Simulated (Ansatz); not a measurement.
# ScCu (Pm-3m): Grüneisen parameters

Does ScCu (Pm-3m) expand much on heating, by its phonons?

Program: Ansatz 0.2.0. Level of theory: DFT PBEsol, scalar-relativistic, plane waves, PAW; PAW set soft_1. Values are calculated unless marked as measured.

## 1. Set-up

It takes space group Pm-3m (No. 221, cubic). The conventional cell has a = 3.209 Å, b = 3.209 Å, c = 3.209 Å, α = 90.00°, β = 90.00°, γ = 90.00°. Nearest to Sc lie 8 Cu at 2.78 Å. Nearest to Cu lie 8 Sc at 2.78 Å. Farther neighbours, and contacts between anions beyond the nearest, are not listed.

## 2. Response at finite wavevector

Stability and thermal properties need the whole zone. Linear response on a 4×4×4 q mesh gives force constants as far as a supercell of that size would.

Contents of input.yaml:

```yaml
crystal:
  lattice:
    - [3.2090828088, 0.0, 0.0]
    - [0.0, 3.2090828088, 0.0]
    - [0.0, 0.0, 3.2090828088]
  atoms:
    - { symbol: Sc, position: [0.5, 0.5, 0.5] }
    - { symbol: Cu, position: [0.0, 0.0, 0.0] }
kpoints:
  mp_grid: { grid: [16, 16, 16] }
hamiltonian:
  xc: pbesol
  pseudopotentials: { kind: paw, azcp: { folder: soft_1 }, xc_functional: pbe }
scf:
  occupations: { method: methfessel_paxton, width: 0.2 }
output:
  eigenvalues: true
phonons:
  method: dfpt
  qmesh: [4, 4, 4]
  temperatures: { t_max: 1000, t_step: 50 }
  qpath:
    path:
      - [[0.0, 0.0, 0.0], [0.0, 0.5, 0.0], [0.5, 0.5, 0.0], [0.0, 0.0, 0.0], [0.5, 0.5, 0.5], [0.0, 0.5, 0.0]]
      - [[0.5, 0.5, 0.5], [0.5, 0.5, 0.0]]
    npoints: 10
```

Started as:

```sh
> ansatz run input.yaml --threads 4 --pin off --max-ram 10240MiB --backend cpu --events-out ev --progress --plain --runs-dir out
```

The log of the run:

```text
Engine: ansatz 0.2.0, aarch64-unknown-linux-gnu
Pseudopotentials: kind: paw
Pseudopotential: Sc, paw, valence charge 11, recommended cutoff 420 eV (normal), soft_1/Sc.paw.azcp
Pseudopotential: Cu, paw, valence charge 19, recommended cutoff 420 eV (normal), soft_1/Cu.paw.azcp
Functional definition: PBEsol
  exchange = pbesol_x
  correlation = pbesol_c
Crystal: 2 atoms, lattice volume = 33.048 Å³
Basis set: ecut = 420 eV, 619 PW (Γ), exchange–correlation on 48×48×48 points (8 copies of the dense FFT grid, shifted against one another)
Bands: 19, of which v1, the nominal top of the filled ones, is band 15 counted from 1 (14 counted from 0)
Symmetry: 48 space group operations
k-points: 165 of 4096
Non-local potential: Sc, projectors of the file, l = 0: 3, l = 1: 2, l = 2: 3, l = 3: 1
Non-local potential: Cu, projectors of the file, l = 0: 3, l = 1: 2, l = 2: 3, l = 3: 1
PAW form: soft (Blöchl's): semilocal exchange-correlation on the pseudo side does not see the compensation charge
PAW frozen core: Sc, regenerated for the run's functional, and the local potential with it (the file was generated under x = pbe(κ = 0.804, μ = 0.219515), c = pbe(β = 0.066725))
PAW frozen core: Cu, regenerated for the run's functional, and the local potential with it (the file was generated under x = pbe(κ = 0.804, μ = 0.219515), c = pbe(β = 0.066725))
PAW one-centre angular grid: Sc, 590 points (default); XC on 64 Gauss nodes
PAW one-centre angular grid: Cu, 590 points (default); XC on 64 Gauss nodes
Initial density: superposition of atomic densities (chi_scale 0.1, normalization cell, long waves kept (reshape's long-wave potential 0.00 eV rms))
Initial wavefunctions: pseudopotential atomic-orbital guess
Functional: x = pbesol(κ = 0.804, μ = 0.123457), c = pbesol(β = 0.046)
SCF iter   1: F=—  HF=-8710.504558 eV  |F-HF|=—  |Δ(HF+E_count)|=         —  Δρ=9.66e-1  dr2=2.61e2  ethr=3.10e-3  ⟨swp⟩=4.5  Hψ=24480  notcnv=0
automatic band count: the SCF goes on with 23 bands, as 19 were too few: they end inside the smearing window of the response
preconditioner: auto → none  [metal: Δε(μ)=0.007 eV  Ē_g=6.234 eV  σ=0.200 eV  W_gap=0.03  n_scr=6 (ndim 8)  ℏωp=24.2 eV  f_vac=0.000  D(μ)=7.77/eV (n_scr^D=170)  sad-step TF]
SCF iter   2: F=—  HF=-8704.230092 eV  |F-HF|=—  |Δ(HF+E_count)|=    6.27e0  S|Δr|=    0.00e0  Δρ=5.11e-1  dr2=7.62e1  ethr=3.10e-3  ⟨swp⟩=2.2  Hψ=8537  notcnv=0  defer=178
SCF iter   3: F=—  HF=-8701.594134 eV  |F-HF|=—  |Δ(HF+E_count)|=    2.64e0  S|Δr|=    0.00e0  Δρ=1.89e-1  dr2=1.14e1  ethr=3.10e-3  ⟨swp⟩=2.0  Hψ=6599  notcnv=0  defer=205
SCF iter   4: F=—  HF=-8701.009369 eV  |F-HF|=—  |Δ(HF+E_count)|=   5.85e-1  S|Δr|=    0.00e0  Δρ=1.00e-1  dr2=3.03e0  ethr=3.10e-3  ⟨swp⟩=2.0  Hψ=5985  notcnv=0  defer=240
SCF iter   5: F=—  HF=-8700.775012 eV  |F-HF|=—  |Δ(HF+E_count)|=   2.34e-1  S|Δr|=    0.00e0  Δρ=4.38e-2  dr2=6.32e-1  ethr=3.10e-3  ⟨swp⟩=1.9  Hψ=4496  notcnv=0  defer=258
SCF iter   6: F=—  HF=-8700.719576 eV  |F-HF|=—  |Δ(HF+E_count)|=   5.54e-2  S|Δr|=    0.00e0  Δρ=2.59e-2  dr2=2.03e-1  ethr=2.11e-3  ⟨swp⟩=1.1  Hψ=4967  notcnv=0  defer=256
SCF iter   7: F=—  HF=-8700.699152 eV  |F-HF|=—  |Δ(HF+E_count)|=   2.04e-2  S|Δr|=    0.00e0  Δρ=1.18e-2  dr2=4.58e-2  ethr=6.77e-4  ⟨swp⟩=1.0  Hψ=3526  notcnv=0  defer=257
SCF iter   8: F=—  HF=-8700.692662 eV  |F-HF|=—  |Δ(HF+E_count)|=   6.49e-3  S|Δr|=    0.00e0  Δρ=1.15e-3  dr2=3.93e-4  ethr=1.53e-4  ⟨swp⟩=1.2  Hψ=3725  notcnv=0  defer=257
SCF iter   9: F=—  HF=-8700.692632 eV  |F-HF|=—  |Δ(HF+E_count)|=   3.03e-5  S|Δr|=    0.00e0  Δρ=4.52e-4  dr2=5.91e-5  ethr=1.31e-6  ⟨swp⟩=1.3  Hψ=4897  notcnv=0  defer=280
SCF iter  10: F=—  HF=-8700.692627 eV  |F-HF|=—  |Δ(HF+E_count)|=   5.01e-6  S|Δr|=    0.00e0  Δρ=1.18e-5  dr2=2.45e-8  ethr=1.97e-7  ⟨swp⟩=1.7  Hψ=3993  notcnv=0  defer=280
SCF iter  11: F=—  HF=-8700.692624 eV  |F-HF|=—  |Δ(HF+E_count)|=   2.53e-6  S|Δr|=    0.00e0  Δρ=4.09e-6  dr2=4.18e-9  ethr=8.16e-11  ⟨swp⟩=2.2  Hψ=5181  notcnv=0  defer=280
SCF iter  12: F=—  HF=-8700.692624 eV  |F-HF|=—  |Δ(HF+E_count)|=  8.00e-11  S|Δr|=    0.00e0  Δρ=8.91e-7  dr2=1.17e-10  ethr=1.39e-11  ⟨swp⟩=2.1  Hψ=4163  notcnv=0  defer=280
SCF iter  13: F=—  HF=-8700.692624 eV  |F-HF|=—  |Δ(HF+E_count)|=  3.82e-11  S|Δr|=    0.00e0  Δρ=2.85e-7  dr2=1.29e-11  ethr=1.00e-12  ⟨swp⟩=9.0  Hψ=16035  notcnv=0
SCF iter  14: F=-8700.692624 eV  HF=-8700.692624 eV  |F-HF|=1.82e-12  |Δ(HF+E_count)|=  3.64e-12  S|Δr|=    0.00e0  Δρ=2.78e-8  dr2=1.17e-13  ethr=1.00e-12  ⟨swp⟩=4.0  Hψ=10626  notcnv=0
SCF 1 converged in 14 iterations: F = -8700.692624 eV  dr2 = 1.17e-13
  greatest PAW one-centre occupation: 1.000 electrons in one spin orbital (limit 2), on the Cu atom at site 1 (counted from 0), in its partial waves of l = 0
Initial density: read from a saved state, or passed on in memory by an earlier SCF of this step, an earlier step, the calling program or the single point that the run made first
iter 1 solved again at ethr=1.16e-10 eV; its pass at ethr=3.10e-3 eV (dr2=3.49e-8 eV) is discarded
SCF iter   1: F=—  HF=-8700.692624 eV  |F-HF|=—  |Δ(HF+E_count)|=         —  Δρ=2.17e-7  dr2=8.64e-12  ethr=1.16e-10  ⟨swp⟩=4.1  Hψ=22895  notcnv=0
preconditioner: auto → none  [metal: Δε(μ)=0.018 eV  Ē_g=12.475 eV  σ=0.200 eV  W_gap=0.08  n_scr=6 (ndim 8)  ℏωp=28.9 eV  f_vac=0.000  D(μ)=1.15/eV (n_scr^D=6)]
SCF iter   2: F=-8700.692624 eV  HF=-8700.692624 eV  |F-HF|=9.09e-12  |Δ(HF+E_count)|=  5.46e-12  S|Δr|=    0.00e0  Δρ=2.00e-7  dr2=7.75e-12  ethr=1.00e-12  ⟨swp⟩=3.9  Hψ=8423  notcnv=0
SCF 2 converged in 2 iterations: F = -8700.692624 eV  dr2 = 7.75e-12
phonons: the bands overlap, so this run is a metal and interpolates without the dipole-dipole term. If the crystal is really an insulator or semiconductor, its LO-TO splitting is missing
NSCF: frozen V_eff on 165 k-points
WARN: eigensolver did not converge (k=82): 1 band(s) unlocked after 20 sweeps at ethr=1.09e-12 eV (storage-precision floor; scheduled 1.00e-12 eV) (lowest unlocked band 22, counted from 0; max residual 2.42e-6 eV among the unlocked bands, 2.42e-6 eV over every band; other slots of this pass that fall short are told together in one closing line; warning suppressed until the next SCF loop or pass starts)
WARN: eigensolver did not converge in 2 slots of this pass, the one above among them; of largest residual over every band (k=110): 1 band(s) unlocked (lowest unlocked band 22, counted from 0; max residual 4.97e-6 eV among the unlocked bands, 4.97e-6 eV over every band); of lowest unlocked band (k=82): band 22
NSCF: frozen V_eff on 405 k-points
DFPT response loops at q = (0, 0, 0) (fractional): preconditioner auto → Kerker (q_TF=auto, 2.685 Å⁻¹) (partly filled bands, converged f_vac=0.000); β = 1.00, the filter's whole step (`scf.mixing.beta` (0.50) is not read by the response loops under this deck's `scf.mixing.preconditioner`; to damp them name `kerker` or `kerker_dos`, under which they read `scf.mixing.beta`, and type it under 1.00, their step now; both keys bind the ground state too); Broyden in place of MSR1
NSCF: frozen V_eff on 2592 k-points
DFPT response loops at q = (0, 0, 0.25) (fractional): mixed as the last ones told, above
NSCF: frozen V_eff on 1458 k-points
DFPT response loops at q = (0, 0, -0.5) (fractional): mixed as the last ones told, above
NSCF: frozen V_eff on 4608 k-points
DFPT response loops at q = (0, 0.25, 0.25) (fractional): mixed as the last ones told, above
NSCF: frozen V_eff on 2592 k-points
DFPT response loops at q = (0, 0.25, -0.5) (fractional): mixed as the last ones told, above
NSCF: frozen V_eff on 1458 k-points
DFPT response loops at q = (0, -0.5, -0.5) (fractional): mixed as the last ones told, above
NSCF: frozen V_eff on 4352 k-points
DFPT response loops at q = (0.25, 0.25, 0.25) (fractional): mixed as the last ones told, above
NSCF: frozen V_eff on 4608 k-points
DFPT response loops at q = (0.25, 0.25, -0.5) (fractional): mixed as the last ones told, above
NSCF: frozen V_eff on 2592 k-points
DFPT response loops at q = (0.25, -0.5, -0.5) (fractional): mixed as the last ones told, above
NSCF: frozen V_eff on 810 k-points
DFPT response loops at q = (-0.5, -0.5, -0.5) (fractional): mixed as the last ones told, above
SCF converged after 14 iterations
Stability not checked: this state was not tested for a lower state beside it, because cold or Methfessel-Paxton smearing, or corrected tetrahedra, fill the levels in a way that the test cannot read (fill_not_monotonic; see scf.lower_state_search)
Free energy (F): -8700.692624 eV
Harris-Foulkes:  -8700.692624 eV  (|F-HF|=1.82e-12)
Internal energy: -8700.695569 eV  (E = F + TS)
E sigma→0 (E₀):  -8700.693360 eV
Entropy (-TS):   0.002945 eV (1.472 meV/atom)
Fermi energy:    12.912419 eV
--- Per-component energies (eV) ---
  E_band       = -569.777028
  E_kinetic    = 471.019154
  E_local      = -6001.669796  (includes V_loc(G=0)·N_el)
  E_nonlocal   = 1031.040355
  E_hartree    = 2517.587908
  E_xc         = -154.376996
  E_vxc        = -194.899905  (∫ρ·V_xc dr)
  E_paw        = -2744.300354  (= ΣΔE_a)
  E_vpaw       = -910.443598  (= ΣTr[D̂ρ^β])
  E_aug_tail   = 0.000960  (compensation charges beyond the density's cutoff)
  E_ewald      = -3820.332027
  E_core_change = 0.335228  (= ΣΔE_core)
  E_smearing   = 0.002945  (= −TS)
  E_closure    = 0.000000  (closes the sum)
  Σ components = -8700.692624   (vs F -8700.692624, Δ=0.00e0)
--- Band table (eV; the first three rows and the last of 165) ---
  k-point 0: bands = [... 11 lower, 9.8670, 9.8670, 9.8670, 13.4689, 13.4689, 16.2702, 16.2702, 16.2702, ... 4 higher]
  k-point 1: bands = [... 11 lower, 9.8624, 9.8624, 9.8711, 13.4602, 13.4674, 16.1483, 16.1483, 16.2664, ... 4 higher]
  k-point 2: bands = [... 11 lower, 9.8492, 9.8492, 9.8825, 13.4346, 13.4420, 15.8466, 15.8466, 16.2554, ... 4 higher]
  k-point 164: bands = [... 11 lower, 10.2454, 10.2454, 11.3671, 11.3671, 11.3671, 16.1727, 17.0366, 17.0366, ... 4 higher]
--- Phonons (Γ-DFPT): 2 representative perturbations + reference (Σ response iterations 7) ---
  ASR residual: 3.303e-5 → 0.000e0 eV/Å²; symmetrization residual: 5.516e-6 eV/Å²
  ASR residual per site (eV/Å²): 1.22e-5 3.30e-5
  Γ frequencies (cm⁻¹): 0.00 0.00 0.00 193.85 193.85 193.85
--- Phonons (arbitrary-q DFPT): 10 irreducible q on the 4×4×4 mesh ---
  q = [0.0000, 0.0000, 0.0000] (star 1, of the zone-centre solve; hermiticity 3.03e-6, symmetrization 4.36e-12): -0.00 -0.00 0.00 193.85 193.85 193.85
  q = [0.0000, 0.0000, 0.2500] (star 6, 4 solved perturbations in 4032 linear systems a pass and spin channel, the states on 1296 of 4096 k-point pairs; hermiticity 1.14e-6, symmetrization 6.98e-13): 79.84 79.84 103.72 182.64 182.64 216.08
  q = [0.0000, 0.0000, -0.5000] (star 3, 4 solved perturbations in 2268 linear systems a pass and spin channel, the states on 729 of 4096 k-point pairs; hermiticity 1.44e-13, symmetrization 9.15e-13): 108.96 131.55 131.55 152.39 152.39 242.87
  q = [0.0000, 0.2500, 0.2500] (star 12, 4 solved perturbations in 7056 linear systems a pass and spin channel, the states on 2304 of 4096 k-point pairs; hermiticity 9.12e-7, symmetrization 3.47e-13): 63.12 99.45 123.73 165.65 206.68 209.77
  q = [0.0000, 0.2500, -0.5000] (star 12, 6 solved perturbations on 1296 of 4096 k-point pairs; hermiticity 1.05e-6, symmetrization 1.30e-13): 65.45 98.18 131.16 134.87 205.74 241.53
  q = [0.0000, -0.5000, -0.5000] (star 3, 4 solved perturbations in 2268 linear systems a pass and spin channel, the states on 729 of 4096 k-point pairs; hermiticity 3.66e-7, symmetrization 5.74e-13): 29.35 29.35 117.52 128.91 230.36 230.36
  q = [0.2500, 0.2500, 0.2500] (star 8, 2 solved perturbations on 2176 of 4096 k-point pairs; hermiticity 4.85e-7, symmetrization 3.41e-13): 93.93 93.93 109.79 199.55 203.12 203.12
  q = [0.2500, 0.2500, -0.5000] (star 12, 4 solved perturbations in 7056 linear systems a pass and spin channel, the states on 2304 of 4096 k-point pairs; hermiticity 8.23e-7, symmetrization 4.15e-13): 57.49 97.88 117.00 192.75 201.23 237.98
  q = [0.2500, -0.5000, -0.5000] (star 6, 4 solved perturbations in 4032 linear systems a pass and spin channel, the states on 1296 of 4096 k-point pairs; hermiticity 7.86e-7, symmetrization 1.76e-13): 64.03 64.03 113.58 184.92 237.59 237.59
  q = [-0.5000, -0.5000, -0.5000] (star 1, 2 solved perturbations on 405 of 4096 k-point pairs; hermiticity 4.22e-13, symmetrization 3.03e-12): 81.36 81.36 81.36 242.11 242.11 242.11
  sum rule: each row above includes the acoustic sum rule's correction from the zone centre's row sums; it moved no ω² by more than (0.38 cm⁻¹)²
  mesh force constants: q→R imaginary residual 1.66e-18; ASR residual 3.303e-5 → 0.000e0 eV/Å²; symmetrization residual 3.553e-15 eV/Å²
  interpolated dispersion: 62 rows × 6 modes
  density of states and harmonic sums: on the 20×20×20 q-mesh, interpolated from the force constants of a 4×4×4 supercell (no non-analytic term)
  largest difference from the sums on the solved wave vectors: F 9.66e-3 eV, S 1.37e-5 and C_V 4.01e-6 eV/K
  zero-point energy: 0.054478 eV/cell   skipped modes (ω ≤ 0): 3   left out of the sums: 6.25e-5 of the cell's modes: C_V's classical limit lies that fraction below 3 k_B per atom; for a crystal, a wire or a layer, F and S can be off by more, and a phonons.interpolated_qmesh denser along its periods is the remedy for the sampling
```

It took 14 min on 4 threads of Arm Neoverse V1, shared host; peak memory 3.8 GiB; 53 min of CPU time.

Reading the cycles: dr2 is the Hartree energy of the density residual (eV), the measure of convergence; HF is the Harris–Foulkes estimate of the energy, which meets the free energy F at convergence.

Numbers from this step:

- volume per atom: 16.52 Å³
- gap on the k-mesh: 0 eV
- sum-rule residual before enforcement: 3.30e-5 eV/Å²
- lowest frequency on the path: 0 cm⁻¹
- point group: m-3m
- highest frequency on path, mesh or solved points: 243.6 cm⁻¹
- mean frequency: 146.5 cm⁻¹
- Debye temperature (second moment): 295 K
- logarithmic mean frequency: 132.2 cm⁻¹
- highest optical mode at the zone centre (no LO-TO term): 193.8 cm⁻¹
- lowest optical zone-centre mode: 193.8 cm⁻¹
- lowest mode on the q mesh (acoustic modes at Γ apart): 29.35 cm⁻¹
- zero-point energy per atom: 27.24 meV
- heat capacity at 300 K: 23.79 J/(mol atoms K)
- vibrational entropy at 300 K: 36.9 J/(mol atoms K)

Frequencies (cm⁻¹) solved at each irreducible wavevector; negative means imaginary. Frequencies by wavevector, by row:

```csv
q in reciprocal lattice units,star,mode 1,mode 2,mode 3,mode 4,mode 5,mode 6
0 0 0,1,0,0,0,193.8,193.8,193.8
0 0 0.25,6,79.8,79.8,103.7,182.6,182.6,216.1
0 0 -0.5,3,109,131.6,131.6,152.4,152.4,242.9
0 0.25 0.25,12,63.1,99.5,123.7,165.7,206.7,209.8
0 0.25 -0.5,12,65.5,98.2,131.2,134.9,205.7,241.5
0 -0.5 -0.5,3,29.4,29.4,117.5,128.9,230.4,230.4
0.25 0.25 0.25,8,93.9,93.9,109.8,199.6,203.1,203.1
0.25 0.25 -0.5,12,57.5,97.9,117,192.8,201.2,238
0.25 -0.5 -0.5,6,64,64,113.6,184.9,237.6,237.6
-0.5 -0.5 -0.5,1,81.4,81.4,81.4,242.1,242.1,242.1
```

Symmetry leaves 10 wavevectors to solve. The lowest mode among them, the acoustic zeros apart, lies at q = (0, -0.5, -0.5) and is real, 29.4 cm⁻¹.

## 3. Relaxing at another volume, volume ratio 0.97

The volume is scaled by 0.97 and held; symmetry leaves nothing to relax, so this is a single point. The modes can then be followed against volume.

input.yaml, the sections that differ from step 2:

```yaml
crystal:
  lattice:
    - [3.1766656146, 0.0, 0.0]
    - [0.0, 3.1766656146, 0.0]
    - [0.0, 0.0, 3.1766656146]
  atoms:
    - { symbol: Sc, position: [0.5, 0.5, 0.5] }
    - { symbol: Cu, position: [0.0, 0.0, 0.0] }
output:
  forces: true
  stress: true
  eigenvalues: true
# kpoints, hamiltonian, scf: as in step 2
# phonons: removed
```

The log of the run:

```text
[...]
Crystal: 2 atoms, lattice volume = 32.056 Å³
Basis set: ecut = 420 eV, 619 PW (Γ), exchange–correlation on 48×48×48 points (8 copies of the dense FFT grid, shifted against one another)
Bands: 19, of which v1, the nominal top of the filled ones, is band 15 counted from 1 (14 counted from 0)
Symmetry: 48 space group operations
[...]
k-points: 165 of 4096
[...]
--- Band table (eV; the first three rows and the last of 165) ---
  k-point 0: bands = [... 11 lower, 10.2769, 10.2769, 10.2769, 13.9665, 13.9665, 16.8761, 16.8761, 16.8761]
  k-point 1: bands = [... 11 lower, 10.2721, 10.2721, 10.2811, 13.9569, 13.9658, 16.7475, 16.7475, 16.8720]
  k-point 2: bands = [... 11 lower, 10.2587, 10.2587, 10.2932, 13.9287, 13.9425, 16.4302, 16.4302, 16.8602]
  k-point 164: bands = [... 11 lower, 10.6732, 10.6732, 11.7729, 11.7729, 11.7729, 16.8028, 17.6743, 17.6743]
[key lines of the parts left out:]
SCF converged after 12 iterations
Free energy (F): -8700.682974 eV
Fermi energy:    13.400341 eV
P = ⅓ Tr σ = 3.2035 GPa (32.035 kbar)
```

Elapsed: 2.4 s, on 4 threads; peak memory 0.4 GiB; 8.6 s of CPU time.

Numbers from this step:

- pressure: 3.204 GPa
- volume per atom: 16.03 Å³

The run ends at a pressure of 3.20 GPa.

(Continued in part 2 of 2.)

[Long decimals in the printed logs are rounded to 6 places.]

[Logs are printed without paths, hosts, clocks, repeated set-up lines and the standing remarks that a program may print on its own settings, such as how far it seeks lower states.]

[Hosts, paths, dates, database ids (printed as entryN), source tags and the programs' standing remarks are cut or masked in the printed files.]

[Where the starting crystal was built by hand or by swapping elements, it need not be the compound's stable phase.]
